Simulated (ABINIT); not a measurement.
## Quasiparticle gap of CdS (Hawleyite) in ABINIT

Aim: the G0W0 gap of CdS (Hawleyite) on PBE, step by step.

Calculated with ABINIT 10.8.3; PBE and many-body steps on it, plane waves.

**What was measured.**

- Gap 2.42 eV: optical gap from inflexion point of photoacoustic spectrum, as-grown film; photoacoustic spectroscopy; film (as-grown chemical bath deposited film, about 0.25 um thick, deposited at 80 C) (“Study of the band--gap shift in CdS films: Influence of thermal annealing in different atmospheres”, 1995, arxiv:cond-mat/9501125).

### Step 1. The structure

The structure is cubic, space group F-43m (No. 216). The conventional cell has a = 5.833 Å, b = 5.833 Å, c = 5.833 Å, α = 90.00°, β = 90.00°, γ = 90.00°. Nearest to Cd lie 4 S at 2.53 Å. S has 4 Cd at 2.53 Å nearest. Farther neighbours, and contacts between anions beyond the nearest, are not listed.

The cell and positions come from the Crystallography Open Database and are kept as given unless a step says otherwise.

### Step 2. Ground state

This step: ABINIT 10.8.3; DFT, PBE, plane waves, norm-conserving pseudopotentials.

The ground-state density comes first.

File run.abi:

```
acell 3*1.0 Angstrom
rprim 
  -0.000000000000 2.916500000000 2.916500000000
  2.916500000000 -0.000000000000 2.916500000000
  2.916500000000 2.916500000000 -0.000000000000
ntypat 2
znucl 48 16
natom 2
typat 1 2
xred 
  0.000000000000 0.000000000000 0.000000000000
  0.250000000000 0.250000000000 0.250000000000
pp_dirpath "pseudos"
pseudos "Cd.upf, S.upf"
ecut 47
ngkpt 6 6 6
nshiftk 1
shiftk 0 0 0
kptopt 1
chksymbreak 0
nband 18
occopt 1
tolvrs 1e-10
nstep 60
prtwf 0
optforces 0
optstress 0
indata_prefix "in"
outdata_prefix "out"
tmpdata_prefix "tmp"
```

The run is started by

```sh
OMP_NUM_THREADS=1 mpirun -n 4 abinit run.abi > log
```

Output:

```text
.Version 10.8.3 of ABINIT. v10.8.2 released Aug 2026.

 Symmetries : space group F-4 3 m (#216); Bravais cF (face-center cubic)
================================================================================
 Values of the parameters that define the memory need of the present run
     intxc =       0    ionmov =       0      iscf =       7    lmnmax =       6
     lnmax =       6     mgfft =      50  mpssoang =       3    mqgrid =    3001
     natom =       2  nloc_mem =       1    nspden =       1   nspinor =       1
    nsppol =       1      nsym =      24    n1xccc =    2501    ntypat =       2
    occopt =       1   xclevel =       2
-    mband =          18        mffmem =           1         mkmem =           4
       mpw =        5188          nfft =      125000          nkpt =          16
================================================================================
  Rough estimation (10% accuracy) of disk space for files :
================================================================================

--------------------------------------------------------------------------------
------------- Echo of variables that govern the present computation ------------
--------------------------------------------------------------------------------
 -outvars: echo values of preprocessed input variables --------
            acell      1.8897261259E+00  1.8897261259E+00  1.8897261259E+00 Bohr

      chksymbreak           0
             ecut      4.70000000E+01 Hartree
-          fftalg         312

              ixc     -101130
              kpt      0.00000000E+00  0.00000000E+00  0.00000000E+00
                       1.66666667E-01  0.00000000E+00  0.00000000E+00
                       3.33333333E-01  0.00000000E+00  0.00000000E+00
                       5.00000000E-01  0.00000000E+00  0.00000000E+00
                       1.66666667E-01  1.66666667E-01  0.00000000E+00
                       3.33333333E-01  1.66666667E-01  0.00000000E+00
                       5.00000000E-01  1.66666667E-01  0.00000000E+00
                      -3.33333333E-01  1.66666667E-01  0.00000000E+00
                      -1.66666667E-01  1.66666667E-01  0.00000000E+00
   [... 5 further rows ...]
                      -3.33333333E-01  3.33333333E-01  1.66666667E-01
                      -3.33333333E-01  5.00000000E-01  1.66666667E-01
         kptrlatt        6    0    0      0    6    0      0    0    6
          kptrlen      4.67656631E+01
P           mkmem           4
            natom           2
            nband          18
            ngfft          50      50      50
             nkpt          16
            nstep          60
             nsym          24
           ntypat           2
              occ      2.000000  2.000000  2.000000  2.000000  2.000000  2.000000
                       2.000000  2.000000  2.000000  2.000000  2.000000  2.000000
                       2.000000  0.000000  0.000000  0.000000  0.000000  0.000000
        optforces           0
        optstress           0
            prtwf           0
            rprim     -0.0000000000E+00  2.9165000000E+00  2.9165000000E+00
[...]
spgroup         216

           tolvrs      1.00000000E-10

             xred      0.0000000000E+00  0.0000000000E+00  0.0000000000E+00
[...]
znucl       48.00000   16.00000

================================================================================

 chkinp: Checking input parameters for consistency.

================================================================================
== DATASET  1 ==================================================================
-   mpi_nproc: 4, omp_nthreads: 1 (-1 if OMP is not activated)

--- !DatasetInfo
iteration_state: {dtset: 1, }
dimensions: {natom: 2, nkpt: 16, mband: 18, nsppol: 1, nspinor: 1, nspden: 1, mpw: 5188, }
cutoff_energies: {ecut:  47.0, pawecutdg:  -1.0, }
electrons: {nelect:   2.60000000E+01, charge:   0.00000000E+00, occopt:   1.00000000E+00, tsmear:   1.00000000E-02, }

 Real(R)+Recip(G) space primitive vectors, cartesian coordinates (Bohr,Bohr^-1):
 R(1)=  0.0000000  5.5113862  5.5113862  G(1)= -0.0907213  0.0907213  0.0907213
 R(2)=  5.5113862  0.0000000  5.5113862  G(2)=  0.0907213 -0.0907213  0.0907213
 R(3)=  5.5113862  5.5113862  0.0000000  G(3)=  0.0907213  0.0907213 -0.0907213
 Unit cell volume ucvol=  3.3482088E+02 bohr^3
 Angles (23,13,12)=  6.00000000E+01  6.00000000E+01  6.00000000E+01 degrees

 getcut: wavevector=  0.0000  0.0000  0.0000  ngfft=  50  50  50
         ecut(hartree)=     47.000   => boxcut(ratio)=   2.07948

--- Pseudopotential description ------------------------------------------------
- Cd Generated using ONCVPSP code by D. R. Hamann
- 48.00000  20.00000  171031                  znucl, zion, pspdat
12 -101130 2 -1 1368                          pspcod,pspxc,lmax,lloc,mmax
     nproj     2     2     2
  pspatm : epsatm=   23.16453630
         --- l  ekb(1:nproj) -->
[...]
pspatm: atomic psp has been read  and splines computed

- S Generated using ONCVPSP code by D. R. Hamann
- 16.00000   6.00000  171031                  znucl, zion, pspdat
12 -101130 2 -1 1146                          pspcod,pspxc,lmax,lloc,mmax
     nproj     2     2     2
  pspatm : epsatm=    9.01821529
         --- l  ekb(1:nproj) -->
[...]
2   -3.547662   -0.986524
 pspatm: atomic psp has been read  and splines computed

   8.36751541E+02                                ecore*ucvol(ha*bohr**3)
--------------------------------------------------------------------------------

_setup2: Arith. and geom. avg. npw (full set) are    5151.458    5151.430

================================================================================

--- !BeginCycle
iteration_state: {dtset: 1, }
solver: {iscf: 7, nstep: 60, nline: 4, wfoptalg: 0, }
tolerances: {tolvrs: 1.00E-10, }

     iter   Etot(hartree)      deltaE(h)  residm     vres2
 ETOT  1  -184.58109602512    -1.846E+02 2.197E+00 4.390E+03
 ETOT  2  -185.65086711536    -1.070E+00 3.839E-02 6.972E+03
 ETOT  3  -186.34144421193    -6.906E-01 5.803E-03 7.723E+02
 ETOT  4  -186.39720509171    -5.576E-02 2.096E-03 2.072E+02
 ETOT  5  -186.41732805768    -2.012E-02 6.205E-04 2.343E+00
 ETOT  6  -186.41755963703    -2.316E-04 2.448E-04 2.511E-02
 ETOT  7  -186.41756130017    -1.663E-06 3.384E-05 9.705E-03
 ETOT  8  -186.41756155447    -2.543E-07 3.870E-05 7.709E-03
 ETOT  9  -186.41756237534    -8.209E-07 1.732E-05 2.003E-05
 ETOT 10  -186.41756237783    -2.486E-09 4.463E-05 2.764E-07
 ETOT 11  -186.41756237784    -1.558E-11 2.006E-05 1.060E-08
 ETOT 12  -186.41756237784    -1.478E-12 4.702E-05 7.445E-10
 ETOT 13  -186.41756237785    -2.160E-12 2.139E-05 4.140E-11

 At SCF step   13       vres2   =  4.14E-11 < tolvrs=  1.00E-10 =>converged.

--- !ResultsGS
iteration_state: {dtset: 1, }
comment   : Summary of ground state results
lattice_vectors:
- [ -0.0000000,   5.5113862,   5.5113862, ]
- [  5.5113862,  -0.0000000,   5.5113862, ]
- [  5.5113862,   5.5113862,  -0.0000000, ]
lattice_lengths: [   7.79428,    7.79428,    7.79428, ]
lattice_angles: [ 60.000,  60.000,  60.000, ] # degrees, (23, 13, 12)
lattice_volume:   3.3482088E+02
convergence: {deltae: -2.160E-12, res2:  4.140E-11, residm:  2.139E-05, diffor:  0.000E+00, }
etotal    :  -1.86417562E+02
entropy   :   0.00000000E+00
fermie    :   1.60449132E-01
cartesian_stress_tensor: null
pressure_GPa: null
xred      :
- [  0.0000E+00,   0.0000E+00,   0.0000E+00, Cd]
- [  2.5000E-01,   2.5000E-01,   2.5000E-01,  S]
cartesian_forces: null
force_length_stats: {min: null, max: null, mean: null, }

 Integrated electronic density in atomic spheres:
 ------------------------------------------------
 Atom  Sphere_radius  Integrated_density
    1        2.00000         17.17000095
    2        2.00000          3.93308081
================================================================================

 ----iterations are completed or convergence reached----

 Mean square residual over all n,k,spin=   83.764E-09; max=  21.389E-06
 reduced coordinates (array xred) for    2 atoms
       0.000000      0.000000      0.000000
       0.250000      0.250000      0.250000
 rms dE/dt=  0.0000E+00; max dE/dt=  0.0000E+00; dE/dt below (all hartree)
    1       0.000000      0.000000      0.000000
    2       0.000000      0.000000      0.000000

 cartesian coordinates (angstrom) at end:
    1      0.000000     0.000000     0.000000
    2      1.458250     1.458250     1.458250
 length scales=  1.889726  1.889726  1.889726 bohr
              =  1.000000  1.000000  1.000000 angstroms
 prteigrs : about to open file out_EIG
 Fermi (or HOMO) energy (hartree) =   0.16045   Average Vxc (hartree)=  -0.34390
 Eigenvalues (hartree) for nkpt=  16  k points:
 kpt#   1, nband= 18, wtk=  0.00463, kpt=  0.0000  0.0000  0.0000 (reduced coord)
  -3.56438   -2.13350   -2.13350   -2.13350   -0.29393   -0.12336   -0.12336   -0.12336
  -0.10576   -0.10576    0.16045    0.16045    0.16045    0.20252    0.40047    0.40047
   0.40047    0.58082
 prteigrs : prtvol=0 or 1, do not print more k-points.

--- !EnergyTerms
iteration_state     : {dtset: 1, }
comment             : Components of total free energy in Hartree
kinetic             :  6.539617E+01
hartree             :  6.517524E+01
xc                  : -2.742416E+01
Ewald energy        : -9.940623E+01
psp_core            :  2.499102E+00
local_psp           : -1.984064E+02
non_local_psp       :  5.748720E+00
total_energy        : -1.864176E+02
total_energy_eV     : -5.072680E+03
band_energy         : -2.106626E+01

== END DATASET(S) ==============================================================
================================================================================

 -outvars: echo values of variables after computation  --------
           etotal     -1.8641756238E+02
            nband          18
             nkpt          16
          spgroup         216
 [... the other variables as echoed above ...]

 Calculation completed.
```

Wall time 13 s (4 MPI ranks of Intel Xeon 6975P-C (Granite Rapids), shared host); peak memory 0.4 GiB.

This step gave:

```
total energy               : -5072.6803 eV
gap                        : 1.145 eV
k of the valence top       : 0, 0, 0
k of the conduction bottom : 0, 0, 0
least direct gap           : 1.145 eV
```

The gap is direct, at Γ.

[end of part 1 of 3]

[Long decimals in the printed logs are rounded to 6 places.]

[Logs are printed without paths, hosts, clocks, repeated set-up lines and the standing remarks that a program may print on its own settings, such as how far it seeks lower states.]

[Paths, hosts, dates, memory and timing lines, banners, echoed tables and standing remarks are left out of the program output; an Ansatz launch command may be rebuilt from the run's recorded settings. Measured values are a selection of at most five: reports struck by readers or far from the other reports are left out. None is set beside runs whose start may be inverted or whose files or cutoffs have a known fault.]

[Runs of the session that timed out or met a known fault of the program may be left out.]

[Hosts, paths, dates, database ids (printed as entryN), source tags and the programs' standing remarks are cut or masked in the printed files.]

[G0W0 gaps are taken among the corrected bands and points alone; a level outside them can change the order at an edge.]

[Where Ansatz stands beside ABINIT at settings called matched, ABINIT's density can come from a denser mesh and the files from another edition; pairs whose starting gaps differed by over 0.03 eV were left out, so agreement reads better than it is.]
